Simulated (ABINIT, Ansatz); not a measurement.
**Lattice dynamics of Gd (Gadolinium) in two programs**

Aim: the phonon dispersion of Gd (Gadolinium), checked by a second program.

Main program and level: ABINIT 10.8.3; DFT PBE, scalar-relativistic, plane waves, PseudoDojo norm-conserving, 4f in core pseudopotentials.

Most raw output is cut from this account.

## Step 1: Starting point

Symmetry: P6_3/mmc, No. 194, hexagonal system. The conventional cell has a = 3.636 Å, b = 3.636 Å, c = 5.783 Å, α = 90.00°, β = 90.00°, γ = 120.00°. Nearest to Gd lie 12 Gd at 3.57 to 3.64 Å.

As a file:

```cif
data_structure
_symmetry_space_group_name_H-M 'P 1'
_symmetry_Int_Tables_number 1
_cell_length_a 3.6360
_cell_length_b 3.6360
_cell_length_c 5.7826
_cell_angle_alpha 90.000
_cell_angle_beta 90.000
_cell_angle_gamma 120.000
_cell_volume 66.21
loop_
_atom_site_label
_atom_site_type_symbol
_atom_site_fract_x
_atom_site_fract_y
_atom_site_fract_z
_atom_site_occupancy
Gd1 Gd 0.33333 0.66667 0.25000 1
Gd2 Gd 0.66667 0.33333 0.75000 1
```

## Step 2: A first look

A first run with smearing and empty bands tells whether the crystal has a gap, which decides between fixed occupations and smearing later on.

Contents of probe.abi:

```
# ground state
tolvrs 1.0d-08
prtden 1
prtwf 1

# basis, mesh and filling
ecut 22.0
ngkpt 6 6 4
nshiftk 1
shiftk 0.0 0.0 0.0
istwfk *1
occopt 7
tsmear 0.005
nband 18
nstep 100
diemac 9.0
prtebands 0
prtgsr 0

# cell and atoms
acell 3*1.0 Angstrom
rprim 
    3.636 0.0 0.0
    -1.818 3.148868368 0.0
    0.0 0.0 5.7826
ntypat 1
znucl 64
natom 2
typat 1 1
xred 
    1/3 2/3 0.25
    2/3 1/3 0.75
pp_dirpath "./pseudo"
pseudos "Gd.upf"
```

On the command line:

```bash
OMP_NUM_THREADS=1 mpirun -n 16 abinit probe.abi > probe.log
```

Run time: 4.6 s. Hardware: 16 MPI ranks of Arm Neoverse V1, shared host; 71 s of CPU time.

Numbers from this step:

```
volume per atom   : 33.10 Å³
pressure          : -0.5536 GPa
gap on the k-mesh : 0 eV
```

No gap opens on this mesh, so smearing is kept; the printed pressure holds the stress of the finite basis too.

## Step 3: Relaxation

The harmonic expansion needs vanishing forces, and a free crystal bears no stress, so cell and atoms are brought to rest. Stress is more sensitive to the basis than forces are: the last 3 Ha under the cutoff are smoothed with ecutsm, and the cutoff is raised above that of the later runs.

Contents of relax.abi:

```
# relaxation
ionmov 2
optcell 2
dilatmx 1.08
ntime 40
tolmxf 1.0d-05
tolvrs 1.0d-14
prtwf 0
prtden 0
chksymtnons 0

# basis, mesh and filling
ecut 28.0
ecutsm 3.0
ngkpt 12 12 6
nshiftk 1
shiftk 0.0 0.0 0.0
istwfk *1
occopt 7
tsmear 0.01
nband 18
nstep 100
diemac 1000000.0
prtebands 0
prtgsr 0

# cell and atoms
acell 3*1.0 Angstrom
rprim 
    3.636 0.0 0.0
    -1.818 3.148868368 0.0
    0.0 0.0 5.7826
ntypat 1
znucl 64
natom 2
typat 1 1
xred 
    1/3 2/3 0.25
    2/3 1/3 0.75
pp_dirpath "./pseudo"
pseudos "Gd.upf"
```

On the command line:

```bash
OMP_NUM_THREADS=1 mpirun -n 16 abinit relax.abi > relax.log
```

It took 69 s on 16 MPI ranks; 18 min of CPU time.

Step by step:

| step | energy less that of the first step (eV) | largest force (eV/Å) | volume (Å³) |
| --- | --- | --- | --- |
| 1 | 0.0000 | 0.0000 | 66.21 |
| 2 | -0.0002 | 0.0000 | 66.14 |
| 3 | -0.0010 | 0.0000 | 65.54 |
| 4 | -0.0010 | 0.0000 | 65.54 |
| 5 | -0.0011 | 0.0000 | 65.65 |

```
conventional cell, symmetrised  before  after  change
                         a (Å)   3.636  3.636  +0.0 %
                         b (Å)   3.636  3.636  +0.0 %
                         c (Å)   5.783  5.734  -0.8 %
              volume (Å³/atom)   33.10  32.82  -0.8 %
```

Final coordinates:

```xyz
2
Lattice="3.6360 0.0000 0.0000 -1.8180 3.1489 0.0000 0.0000 0.0000 5.7338" Properties=species:S:1:pos:R:3 pbc="T T T"
Gd    0.0000    2.0993    1.4334
Gd    1.8180    1.0496    4.3003
```

Numbers from this step:

| Property | Result |
| --- | --- |
| volume per atom | 32.82 Å³ |
| pressure | 2.91e-4 GPa |

The volume changes by -0.8 % in this run and stands -0.8 % from the first cell.

## Step 4: Ground state

The response is built on these wavefunctions, so the potential is converged far more tightly than an energy would need. Smearing stays on, as the first look found no gap above 0.3 eV.

Contents of gs.abi:

```
# ground state
tolvrs 1.0d-16
prtden 1
prtwf 1

# basis, mesh and filling
ecut 22.0
ngkpt 12 12 6
nshiftk 1
shiftk 0.0 0.0 0.0
istwfk *1
occopt 7
tsmear 0.01
nband 18
nstep 100
diemac 1000000.0
prtebands 0
prtgsr 0

# cell and atoms
acell 3*1.0 Angstrom
rprim 
    3.636015105 0.0 0.0
    -1.818007552 3.148881449 0.0
    0.0 0.0 5.733774972
ntypat 1
znucl 64
natom 2
typat 1 1
xred 
    1/3 2/3 0.25
    2/3 1/3 0.75
pp_dirpath "./pseudo"
pseudos "Gd.upf"
```

On the command line:

```bash
OMP_NUM_THREADS=1 mpirun -n 16 abinit gs.abi > gs.log
```

It took 14 s on 16 MPI ranks; 3.7 min of CPU time.

Numbers from this step:

```yaml
pressure: -0.2164 GPa
```

The cell stands at -0.22 GPa: the relaxation ran with a smoothed and higher cutoff, and the difference is a stress of the finite basis.

## Step 5: Linear response at Γ

At q = 0 one unit cell holds all displacements. The response is solved for single atoms along the cell's directions, and symmetry skips those that follow from others. The crystal is treated as a metal, which screens a static field, so no field response is asked.

Contents of dfpt_gamma.abi:

```

# common to the responses
getwfk_filepath "gso_WFK"
kptopt 2
nqpt 1
qpt 0.0 0.0 0.0
asr 0
chneut 0

# displacements
rfphon 1
rfatpol 1 2
rfdir 1 1 1
tolvrs 1.0d-10
prtwf 0
prtpot 1

# basis, mesh and filling
ecut 22.0
ngkpt 12 12 6
nshiftk 1
shiftk 0.0 0.0 0.0
istwfk *1
occopt 7
tsmear 0.01
nband 18
nstep 100
diemac 1000000.0
prtebands 0
prtgsr 0

# cell and atoms
acell 3*1.0 Angstrom
rprim 
    3.636015105 0.0 0.0
    -1.818007552 3.148881449 0.0
    0.0 0.0 5.733774972
ntypat 1
znucl 64
natom 2
typat 1 1
xred 
    1/3 2/3 0.25
    2/3 1/3 0.75
pp_dirpath "./pseudo"
pseudos "Gd.upf"
```

On the command line:

```bash
OMP_NUM_THREADS=1 mpirun -n 16 abinit dfpt_gamma.abi > dfpt_gamma.log
```

The job ended after 50 s (16 MPI ranks).

Numbers from this step:

```yaml
largest_acoustic_frequency_at_the_zone_centre_before_the_sum_rule: 2.94 cm⁻¹
highest_optical_zone_centre_mode_no_lo_to_term: 98.72 cm⁻¹
lowest_optical_zone_centre_mode: 58.05 cm⁻¹
```

The acoustic modes at Γ come out as far as 2.9 cm⁻¹ from zero, where they should vanish, a small numerical error.

## Step 6: Phonons on a q mesh

Linear response treats each wavevector of the 3×3×2 mesh in the unit cell; the first-order potentials are kept for the electron-phonon matrix elements.

Contents of dfpt_q.abi:

```
ndtset 5

# wavevectors
qpt1 0.3333333333 0.0 0.0
qpt2 0.3333333333 0.3333333333 0.0
qpt3 0.0 0.0 0.5
qpt4 0.3333333333 0.0 0.5
qpt5 0.3333333333 0.3333333333 0.5

# displacements
getwfk_filepath "gso_WFK"
getwfq_filepath "gso_WFK"
kptopt 3
nqpt 1
rfphon 1
rfatpol 1 2
rfdir 1 1 1
tolvrs 1.0d-10
prtwf 0
prtpot 1

# basis, mesh and filling
ecut 22.0
ngkpt 12 12 6
nshiftk 1
shiftk 0.0 0.0 0.0
istwfk *1
occopt 7
tsmear 0.01
nband 18
nstep 100
diemac 1000000.0
prtebands 0
prtgsr 0

# cell and atoms
acell 3*1.0 Angstrom
rprim 
    3.636015105 0.0 0.0
    -1.818007552 3.148881449 0.0
    0.0 0.0 5.733774972
ntypat 1
znucl 64
natom 2
typat 1 1
xred 
    1/3 2/3 0.25
    2/3 1/3 0.75
pp_dirpath "./pseudo"
pseudos "Gd.upf"
```

On the command line:

```bash
OMP_NUM_THREADS=1 mpirun -n 16 abinit dfpt_q.abi > dfpt_q.log
```

Run time: 17 min. Hardware: 16 MPI ranks.

This step gave:

```yaml
lowest_mode_on_the_q_mesh_acoustic_ones_at_the_zone_centre_apart: 43.3 cm⁻¹
```

Frequencies (cm⁻¹) before the sum rule at the irreducible wavevectors but Γ, which is solved apart; negative means imaginary. Frequencies by wavevector:

| q (fractions) | star | mode 1 | mode 2 | mode 3 | mode 4 | mode 5 | mode 6 |
| --- | --- | --- | --- | --- | --- | --- | --- |
| 0.3333 0 0 | 6 | 46.57 | 49.59 | 82.34 | 83.54 | 89.45 | 97.83 |
| 0.3333 0.3333 0 | 2 | 72.97 | 72.97 | 73.34 | 73.34 | 90.24 | 99.97 |
| 0 0 0.5 | 1 | 43.3 | 43.3 | 43.3 | 43.3 | 80.61 | 80.61 |
| 0.3333 0 0.5 | 6 | 63.51 | 63.51 | 65.94 | 65.94 | 97.78 | 97.78 |
| 0.3333 0.3333 0.5 | 2 | 43.33 | 43.33 | 95.01 | 95.01 | 98.91 | 98.91 |

## Step 7: Interpolated phonon bands

anaddb transforms the dynamical matrices to force constants and back along the path; points of the mesh come back as solved, but for the sum rule and, in polar crystals, the LO-TO term at Γ; the rest is interpolation.

Contents of anaddb.abi:

```
ddb_filepath "all_DDB"
output_file "anaddb.abo"
outdata_prefix "anaddb"
ifcflag 1
ngqpt 3 3 2
nqshft 1
q1shft 0.0 0.0 0.0
asr 1
chneut 0
dipdip 0
dipquad 0
quadquad 0
enunit 0
eivec 0
nph1l 93
qph1l 
    0.0 0.0 0.0 1.0
    0.05 0.0 0.0 1.0
    0.1 0.0 0.0 1.0
    0.15 0.0 0.0 1.0
    0.2 0.0 0.0 1.0
    0.25 0.0 0.0 1.0
    0.3 0.0 0.0 1.0
    0.35 0.0 0.0 1.0
    0.4 0.0 0.0 1.0
    0.45 0.0 0.0 1.0
    0.5 0.0 0.0 1.0
    0.48333333 0.03333333 0.0 1.0
    0.46666667 0.06666667 0.0 1.0
    0.45 0.1 0.0 1.0
    0.43333333 0.13333333 0.0 1.0
    0.41666667 0.16666667 0.0 1.0
    0.4 0.2 0.0 1.0
    0.38333333 0.23333333 0.0 1.0
    0.36666667 0.26666667 0.0 1.0
    0.35 0.3 0.0 1.0
    0.33333333 0.33333333 0.0 1.0
    0.3 0.3 0.0 1.0
    0.26666667 0.26666667 0.0 1.0
    0.23333333 0.23333333 0.0 1.0
    0.2 0.2 0.0 1.0
    0.16666667 0.16666667 0.0 1.0
    0.13333333 0.13333333 0.0 1.0
    0.1 0.1 0.0 1.0
    0.06666667 0.06666667 0.0 1.0
    0.03333333 0.03333333 0.0 1.0
    0.0 0.0 0.0 1.0
    0.0 0.0 0.05 1.0
    0.0 0.0 0.1 1.0
    0.0 0.0 0.15 1.0
    0.0 0.0 0.2 1.0
    0.0 0.0 0.25 1.0
    0.0 0.0 0.3 1.0
    0.0 0.0 0.35 1.0
    0.0 0.0 0.4 1.0
    0.0 0.0 0.45 1.0
    0.0 0.0 0.5 1.0
    0.05 0.0 0.5 1.0
    0.1 0.0 0.5 1.0
    0.15 0.0 0.5 1.0
    0.2 0.0 0.5 1.0
    0.25 0.0 0.5 1.0
    0.3 0.0 0.5 1.0
    0.35 0.0 0.5 1.0
    0.4 0.0 0.5 1.0
    0.45 0.0 0.5 1.0
    0.5 0.0 0.5 1.0
    0.48333333 0.03333333 0.5 1.0
    0.46666667 0.06666667 0.5 1.0
    0.45 0.1 0.5 1.0
    0.43333333 0.13333333 0.5 1.0
    0.41666667 0.16666667 0.5 1.0
    0.4 0.2 0.5 1.0
    0.38333333 0.23333333 0.5 1.0
    0.36666667 0.26666667 0.5 1.0
    0.35 0.3 0.5 1.0
    0.33333333 0.33333333 0.5 1.0
    0.3 0.3 0.5 1.0
    0.26666667 0.26666667 0.5 1.0
    0.23333333 0.23333333 0.5 1.0
    0.2 0.2 0.5 1.0
    0.16666667 0.16666667 0.5 1.0
    0.13333333 0.13333333 0.5 1.0
    0.1 0.1 0.5 1.0
    0.06666667 0.06666667 0.5 1.0
    0.03333333 0.03333333 0.5 1.0
    0.0 0.0 0.5 1.0
    0.5 0.0 0.5 1.0
    0.5 0.0 0.45 1.0
    0.5 0.0 0.4 1.0
    0.5 0.0 0.35 1.0
    0.5 0.0 0.3 1.0
    0.5 0.0 0.25 1.0
    0.5 0.0 0.2 1.0
    0.5 0.0 0.15 1.0
    0.5 0.0 0.1 1.0
    0.5 0.0 0.05 1.0
    0.5 0.0 0.0 1.0
    0.33333333 0.33333333 0.5 1.0
    0.33333333 0.33333333 0.45 1.0
    0.33333333 0.33333333 0.4 1.0
    0.33333333 0.33333333 0.35 1.0
    0.33333333 0.33333333 0.3 1.0
    0.33333333 0.33333333 0.25 1.0
    0.33333333 0.33333333 0.2 1.0
    0.33333333 0.33333333 0.15 1.0
    0.33333333 0.33333333 0.1 1.0
    0.33333333 0.33333333 0.05 1.0
    0.33333333 0.33333333 0.0 1.0
```

Contents of mrgddb.in:

```
all_DDB
merged
6
dfpt_gammao_DDB
dfpt_qo_DS1_DDB
dfpt_qo_DS2_DDB
dfpt_qo_DS3_DDB
dfpt_qo_DS4_DDB
dfpt_qo_DS5_DDB
```

On the command line:

```bash
mrgddb < mrgddb.in > mrgddb.log
OMP_NUM_THREADS=1 anaddb anaddb.abi > anaddb.log
```

The job ended after 0.52 s (1 thread).

This step gave:

| Quantity | Value |
| --- | --- |
| lowest frequency on the path | 0 cm⁻¹ |

Anaddb. Phonon branches along the path, in cm⁻¹:

```csv
point,branch 1,branch 2,branch 3,branch 4,branch 5,branch 6
Γ,0,0,0,58,58,99
halfway,39,40,67,76,81,98
M,53,58,91,96,97,97
halfway,61,62,83,89,94,99
K,73,73,73,73,90,100
halfway,45,54,62,83,85,97
Γ,0,0,0,58,58,99
halfway,24,24,47,55,55,96
A,43,43,43,43,81,81
halfway,59,59,62,62,89,89
L,63,63,72,72,107,107
halfway,50,50,85,85,104,104
H,43,43,95,95,99,99
halfway,54,54,72,72,92,92
A,43,43,43,43,81,81
jump to L,63,63,72,72,107,107
halfway,56,59,81,85,101,106
M,53,58,91,96,97,97
jump to H,43,43,95,95,99,99
halfway,53,53,92,92,92,98
K,73,73,73,73,90,100
```

All branches are real along the path.

## Step 8: Sums over the zone

Sums over the zone need many more wavevectors than were solved, so the interpolation is sampled on a dense mesh.

Contents of anaddb.abi:

```
ddb_filepath "all_DDB"
output_file "anaddb.abo"
outdata_prefix "anaddb"
ifcflag 1
ngqpt 3 3 2
nqshft 1
q1shft 0.0 0.0 0.0
asr 1
chneut 0
dipdip 0
dipquad 0
quadquad 0
prtdos 2
ng2qpt 14 14 8
dosdeltae 4.5563e-06
ntemper 11
temperinc 100.0
tempermin 0.0
```

On the command line:

```bash
OMP_NUM_THREADS=1 anaddb anaddb.abi > anaddb.log
```

The job ended after 0.54 s (1 thread).

Read from the output:

```
share of modes beyond 3i cm⁻¹ on the dense interpolated mesh : 0
zero-point energy per atom                                   : 13.69 meV
heat capacity at 300 K                                       : 24.67 J/(mol atoms K)
vibrational entropy at 300 K                                 : 52.15 J/(mol atoms K)
```

The phonon density of states has structure finer than the step of the table below, so its rows give means over 5 cm⁻¹, whole bins alone (the curve runs from -30 to 130 cm⁻¹). Peaks (cm⁻¹: height): 48.0: 0.114, 98.0: 0.260.

Tetrahedra. The phonon density of states by wavenumber; means over each step:

wavenumber (cm⁻¹), phonon density of states (1/cm⁻¹/cell) and a bar:
```
        0      0.000 
        5      0.000 
       10      0.001 
       15      0.002 
       20      0.003 #
       25      0.006 #
       30      0.010 ##
       35      0.015 ###
       40      0.024 #####
       45      0.063 #############
       50      0.104 ######################
       55      0.098 ####################
       60      0.089 ##################
       65      0.073 ###############
       70      0.068 ##############
       75      0.089 ###################
       80      0.085 ##################
       85      0.088 ##################
       90      0.091 ###################
       95      0.114 ########################
      100      0.144 ##############################
      105      0.038 ########
      110      0.000
```

Harmonic thermodynamic functions per atom, summed over the density of states scaled to three modes an atom; melting is ignored. Thermodynamic functions:

```csv
T (K),F_vib (meV/atom),S (J/mol-atom/K),C_V (J/mol-atom/K)
0,13.69,0,0
50,11.61,11.7,17.28
100,1.63,25.82,22.61
200,-34.5,42.21,24.33
300,-83.74,52.15,24.67
400,-141.7,59.27,24.79
500,-206.1,64.81,24.84
600,-275.6,69.34,24.87
700,-349.6,73.17,24.89
800,-427.1,76.5,24.9
900,-508,79.43,24.91
1000,-591.7,82.06,24.92
```

At 300 K the heat capacity has reached 99 % of the Dulong-Petit value.

## Step 9: Cross-check with Ansatz

A second program on the same cell, potentials, cutoff and meshes tests the implementation of the phonon response, not its convergence.

This step: DFT PBE, scalar-relativistic, plane waves, norm-conserving pseudopotentials, 4f in core (Ansatz 0.2.0).

Contents of input.yaml:

```yaml
crystal:
  lattice:
    - [3.6360151045, 0.0, 0.0]
    - [-1.8180075523, 3.1488814491, 0.0]
    - [0.0, 0.0, 5.7337749724]
  atoms:
    - { symbol: Gd, position: [0.3333333333, 0.6666666667, 0.25] }
    - { symbol: Gd, position: [0.6666666667, 0.3333333333, 0.75] }
kpoints:
  mp_grid: { grid: [12, 12, 6] }
hamiltonian:
  xc: pbe
  pseudopotentials:
    kind: nc
    azcp: { Gd: "pseudopotentials/pbe/nc/lanthanide_3plus/Gd.nc.azcp" }
    accuracy: standard
scf:
  occupations: { method: gaussian, width: 0.27211 }
output:
  eigenvalues: true
basis:
  ecutwfc: 598.65
phonons:
  method: dfpt
  qmesh: [3, 3, 2]
  temperatures: { t_max: 1000, t_step: 50 }
  qpath:
    path:
      - [[0.0, 0.0, 0.0], [0.5, 0.0, 0.0], [0.33333333, 0.33333333, 0.0], [0.0, 0.0, 0.0], [0.0, 0.0, 0.5], [0.5, 0.0, 0.5], [0.33333333, 0.33333333, 0.5], [0.0, 0.0, 0.5]]
      - [[0.5, 0.0, 0.5], [0.5, 0.0, 0.0]]
      - [[0.33333333, 0.33333333, 0.5], [0.33333333, 0.33333333, 0.0]]
    npoints: 10
  electrical_resistivity: { temperatures: [77, 300], mesh: [24, 24, 12] }
```

On the command line:

```bash
ansatz run input.yaml --threads 16 --pin off --max-ram 32768MiB --backend cpu --events-out ev --progress --plain --runs-dir out
```

The job ended after 2.9 min (16 threads; peak memory 2.5 GiB; 43 min of CPU time).

This step gave:

* sum-rule residual before enforcement: 8.28e-5 eV/Å²
* mean frequency: 73.6 cm⁻¹
* Debye temperature (second moment): 142 K
* logarithmic mean frequency: 70.5 cm⁻¹
* highest optical zone-centre mode (no LO-TO term): 98.67 cm⁻¹
* lowest optical zone-centre mode: 57.98 cm⁻¹
* lowest mode on the q mesh (acoustic ones at the zone centre apart): 43.22 cm⁻¹
* heat capacity at 300 K: 24.66 J/(mol atoms K)
* vibrational entropy at 300 K: 52.14 J/(mol atoms K)

## Step 10: Side by side: ABINIT PseudoDojo and Ansatz, PseudoDojo

Worked out from the results:

- root-mean-square difference: 0.08 cm⁻¹
- largest difference: 0.18 cm⁻¹
- root-mean-square difference on the path: 0.9 cm⁻¹
- largest difference on the path: 3.3 cm⁻¹

The 12 of 33 modes that differ most. Frequencies side by side:

```csv
q (reciprocal lattice),mode,ABINIT PseudoDojo (cm⁻¹),"Ansatz, PseudoDojo (cm⁻¹)"
0.3333 0 0,1,46.57,46.39
0.3333 0 0,4,83.54,83.45
0.3333 0.3333 0,3,73.34,73.24
0.3333 0.3333 0,4,73.34,73.24
0 0 0.5,1,43.3,43.22
0 0 0.5,2,43.3,43.22
0 0 0.5,3,43.3,43.22
0 0 0.5,4,43.3,43.22
0.3333 0 0.5,3,65.94,65.83
0.3333 0 0.5,4,65.94,65.83
0.3333 0.3333 0.5,1,43.33,43.23
0.3333 0.3333 0.5,2,43.33,43.23
```

At the solved wavevectors the largest difference (acoustic modes at Γ apart) is 0.2 % of the highest mode (on the interpolated path 3 %).

## Step 11: Outcome

```json
{"space group after relaxation": "P6_3/mmc", "volume per atom": "32.8 Å³", "highest optical zone-centre mode (no LO-TO term)": "98.7 cm⁻¹", "lowest optical zone-centre mode": "58.0 cm⁻¹", "q mesh": "3×3×2", "lowest mode on the q mesh (acoustic ones at the zone centre apart)": "43.3 cm⁻¹", "zero-point energy per atom": "13.7 meV", "heat capacity at 300 K": "24.7 J/(mol atoms K)", "vibrational entropy at 300 K": "52.2 J/(mol atoms K)", "imaginary modes on the q mesh": "none", "largest difference from Ansatz, PseudoDojo": "0.18 cm⁻¹"}
```

Gd (Gadolinium) is dynamically stable on the 3×3×2 mesh; its spectrum reaches 107 cm⁻¹. At the PBE level the optical modes of Gd (Gadolinium) at the zone centre run from 58 to 99 cm⁻¹. Along axes with an odd number of divisions the mesh misses the zone-boundary points at one half, where instabilities often lie; those are only interpolated. ABINIT PseudoDojo and Ansatz, PseudoDojo agree to 0.18 cm⁻¹ (0.2 % of the highest mode compared) on all solved modes but the acoustic ones at Γ. Their interpolated bands part by up to 3 cm⁻¹. These are harmonic frequencies at zero temperature: anharmonic shifts and linewidths and thermal expansion are left out. Spin-orbit coupling is left out, which can matter for the heavy elements here. In a metal the frequencies hang on the k mesh and the smearing, most of all near Kohn anomalies. The 4f electrons are frozen in the core as for a trivalent ion, so their moments and any magnetic order are left out. Ansatz warns that the cutoff lies 15 % under the one recommended for these files; agreement at one cutoff is not convergence. Electron-phonon sums were run after this but are left out, since no second program bore their λ out within 30 %; a λ that a log prints is not taken as a result.

[Host names and launcher messages were left out of these logs when they were recorded.]

[Logs are printed without paths, hosts, clocks, repeated set-up lines and the standing remarks that a program may print on its own settings, such as how far it seeks lower states.]

[Hosts, paths, dates, database ids (printed as entryN), source tags and the programs' standing remarks are cut or masked in the printed files.]
